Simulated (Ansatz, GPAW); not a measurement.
# From spin parameters to the magnetic ion

A crystal has the composition MF3, where M is a 3d element. A calculation (PBE+U, spin-orbit coupling in second variation, Ansatz) gives:

```
S                                : 5/2
g, averaged over the cell's ions : 2.0082 (isotropic)
moment in its sphere             : 4.04 μB
```

**Question.** Which ion is it, and why?

The crystal is FeF3, space group Fd-3m. The spin sits on Fe, with 6 F at 1.93 Å round it. With the usual charges of the other elements M must be +3. The high-spin ion of that charge with S = 5/2 in this row is Fe³⁺ high-spin d⁵. Low-spin ions are left aside. The shift from the free-electron value is small, as for a half-filled shell without orbital momentum.

[Logs are printed without paths, hosts, clocks, repeated set-up lines and the standing remarks that a program may print on its own settings, such as how far it seeks lower states.]

[Hosts, paths, dates, database ids (printed as entryN), source tags and the programs' standing remarks are cut or masked in the printed files.]
